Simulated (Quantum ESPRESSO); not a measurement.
# Work-function anisotropy of Al, part 4 of 6

Wanted: work functions of Al face by face, under two functionals.

Quantum ESPRESSO 7.5; plane-wave DFT, PBE, PseudoDojo norm-conserving pseudopotentials.

So far. Step 6 (Electrostatic potential of (111)): On (111) the work function under LDA lies +0.16 eV from PBE's. Step 7 (Relaxation with pw.x of (100), PBE): The relaxation lowers the energy by 4 meV an atom. On the free atoms the largest force ends at 0.007 eV/Å.

## Step 9: Potential by pp.x of (100)

Contents of 100.pbe.pot.in:

```
&inputpp
  prefix = '100.pbe'
  outdir = './out'
  filplot = '100.pbe.pot.dat'
  plot_num = 11
/
```

Command:

```
> OMP_NUM_THREADS=1 mpirun -n 4 pp.x -in 100.pbe.pot.in > 100.pbe.pot.out
```

What it wrote:

```text
[banner, memory and clock lines left out]
Program POST-PROC v.7.5 starts
[citation notice left out]

[...]
./out/100.pbe.save/

[...]
Calling punch_plot, plot_num =  11
     Writing data to file  100.pbe.pot.dat
     Message from routine chdens:
     namelist plot not found or invalid, exiting
```

It took 1.3 s on 4 MPI ranks of Intel Xeon Platinum 8488C (Sapphire Rapids), shared host; peak memory 0.1 GiB; 4.3 s of CPU time.

Read from the output:

```
work function of the upper face                                       : 4.223 eV
slope of the potential above                                          : 6.74e-5 eV/Å
upper vacuum line continued to the top atoms, over the Fermi level    : 4.222 eV
work function of the lower face                                       : 4.223 eV
slope of the potential below                                          : -1.23e-4 eV/Å
lower vacuum line continued to the bottom atoms, over the Fermi level : 4.222 eV
```

The potential energy, planar mean oscillates, so the rows of the table below give means over windows of 2.01 Å about each position, cut where the curve ends. Its maxima inside the range that stand out by 2 % of the span (Å: eV): 9.0: -1.91, 11.0: -1.65, 13.1: -1.65, 15.1: -1.91. Its minima: 7.9: -12.3, 9.9: -12.5, 12.1: -12.7, 14.2: -12.5, 16.2: -12.3.

Electrostatic potential energy of an electron; zero at the Fermi level. Potential energy, planar mean against z; means over each step:

z (Å), potential energy, planar mean (eV) and a bar from the least value:
```
     1.00        4.2 ##############################
     3.01        4.2 ##############################
     5.02        4.1 ##############################
     7.03       -2.8 ###########
     9.04       -6.7 
    11.05       -6.5 #
    13.06       -6.5 #
    15.07       -6.7 
    17.08       -2.6 ###########
    19.09        4.1 ##############################
    21.10        4.2 ##############################
    23.11        4.2 ##############################
```

## Step 10: SCF with pw.x of (100), LDA

Level of this step: plane-wave DFT, LDA, PseudoDojo norm-conserving pseudopotentials (Quantum ESPRESSO 7.5).

Contents of 100.lda.in:

```
&control
  prefix = '100.lda'
  outdir = './out'
  pseudo_dir = './pseudo'
  calculation = 'scf'
  tprnfor = .true.
/
&system
  ibrav = 0
  nat = 5
  ntyp = 1
  ecutwfc = 32
  ecutrho = 128
  occupations = 'smearing'
  smearing = 'mv'
  degauss = 0.02
/
&electrons
  conv_thr = 1e-07
  mixing_beta = 0.4
  electron_maxstep = 120
  mixing_mode = 'local-TF'
/
ATOMIC_SPECIES
  Al  26.9815  Al.dojo-sr-lda-0.4.1-standard.upf
CELL_PARAMETERS angstrom
  2.86378246380552 0.00000000000000 0.00000000000000
  0.00000000000000 2.86378246380552 0.00000000000000
  0.00000000000000 0.00000000000000 24.10000000000000
ATOMIC_POSITIONS crystal
  Al  0.000000000000 0.000000000000 0.327759114200
  Al  0.500000000000 0.500000000000 0.413031494400
  Al  0.000000000000 0.000000000000 0.500000000000
  Al  0.500000000000 0.500000000000 0.586968505600
  Al  0.000000000000 0.000000000000 0.672240885800
K_POINTS automatic
  10 10 1 0 0 0
```

Command:

```
> OMP_NUM_THREADS=1 mpirun -n 4 pw.x -nk 4 -in 100.lda.in > 100.lda.out
```

What it wrote:

```text
[banner, memory and clock lines left out]
Program PWSCF v.7.5 starts
[...]
Message from routine setup:
[...]
number of electrons       =        15.00
     number of Kohn-Sham states=           12
     kinetic-energy cutoff     =      32.0000  Ry
     charge density cutoff     =     128.0000  Ry
[...]
number of k points=    21  Marzari-Vanderbilt smearing, width (Ry)=  0.0200
[...]
Dense  grid:    32657 G-vectors     FFT dimensions: (  20,  20, 180)
[...]
negative rho (up, down):  2.806E-05 0.000E+00
     Starting wfcs are   20 randomized atomic wfcs
[...]
estimated scf accuracy    <       0.27872422 Ry
[...]
estimated scf accuracy    <       0.17463628 Ry
[...]
estimated scf accuracy    <       0.01544999 Ry
[...]
estimated scf accuracy    <       0.01226127 Ry
[...]
estimated scf accuracy    <       0.00616672 Ry
[...]
negative rho (up, down):  3.093E-08 0.000E+00
[...]
estimated scf accuracy    <       0.00325052 Ry
[...]
negative rho (up, down):  1.497E-04 0.000E+00
[...]
estimated scf accuracy    <       0.00197927 Ry
[...]
negative rho (up, down):  5.973E-03 0.000E+00
[...]
estimated scf accuracy    <       0.00059624 Ry
[...]
negative rho (up, down):  2.596E-03 0.000E+00
[...]
estimated scf accuracy    <       0.00028785 Ry
[...]
negative rho (up, down):  1.581E-04 0.000E+00
[...]
estimated scf accuracy    <       0.00010941 Ry
[...]
negative rho (up, down):  1.074E-04 0.000E+00
[...]
estimated scf accuracy    <       0.00000143 Ry
[...]
negative rho (up, down):  4.707E-05 0.000E+00
[...]
estimated scf accuracy    <       0.00000125 Ry
[...]
negative rho (up, down):  1.910E-05 0.000E+00
[...]
estimated scf accuracy    <       0.00000123 Ry
[...]
negative rho (up, down):  4.302E-06 0.000E+00
[...]
estimated scf accuracy    <       0.00000016 Ry
[...]
the Fermi energy is     0.7908 ev
!    total energy              =     -23.54121323 Ry
     estimated scf accuracy    <       0.00000001 Ry
     smearing contrib. (-TS)   =      -0.00144972 Ry
     internal energy E=F+TS    =     -23.53976352 Ry
[...]
one-electron contribution =    -223.09774401 Ry
     hartree contribution      =     114.95737451 Ry
     xc contribution           =     -10.82872337 Ry
     ewald contribution        =      95.42932935 Ry
     convergence has been achieved in  15 iterations
[...]
Total force =     0.009198     Total SCF correction =     0.000179
[...]
```

Run time: 10 s. Hardware: 4 MPI ranks; peak memory 0.3 GiB.

Read from the output:

| Item | Value |
| --- | --- |
| free energy | -320.2945 eV |
| Fermi energy | 0.7908 eV |

## Step 11: Electrostatic potential of (100)

Contents of 100.lda.pot.in:

```
&inputpp
  prefix = '100.lda'
  outdir = './out'
  filplot = '100.lda.pot.dat'
  plot_num = 11
/
```

Command:

```
> OMP_NUM_THREADS=1 mpirun -n 4 pp.x -in 100.lda.pot.in > 100.lda.pot.out
```

Wall time 1.3 s (4 MPI ranks); peak memory 0.1 GiB; 4.2 s of CPU time.

Read from the output:

* work function of the upper face: 4.366 eV
* slope of the potential above: 1.89e-4 eV/Å
* upper vacuum line continued to the top atoms, over the Fermi level: 4.365 eV
* work function of the lower face: 4.366 eV
* slope of the potential below: -1.34e-4 eV/Å
* lower vacuum line continued to the bottom atoms, over the Fermi level: 4.366 eV

On (100) the work function under LDA lies +0.14 eV from PBE's.

(Part 4 of 6 ends here.)

[Logs are printed without paths, hosts, clocks, repeated set-up lines and the standing remarks that a program may print on its own settings, such as how far it seeks lower states.]

[Hosts, paths, dates, database ids (printed as entryN), source tags and the programs' standing remarks are cut or masked in the printed files.]

[Maps of the electrostatic potential energy from Ansatz leave out the sawtooth potential of an applied field or a dipole correction, so their vacuum need not be flat; planar profiles and work functions include it.]
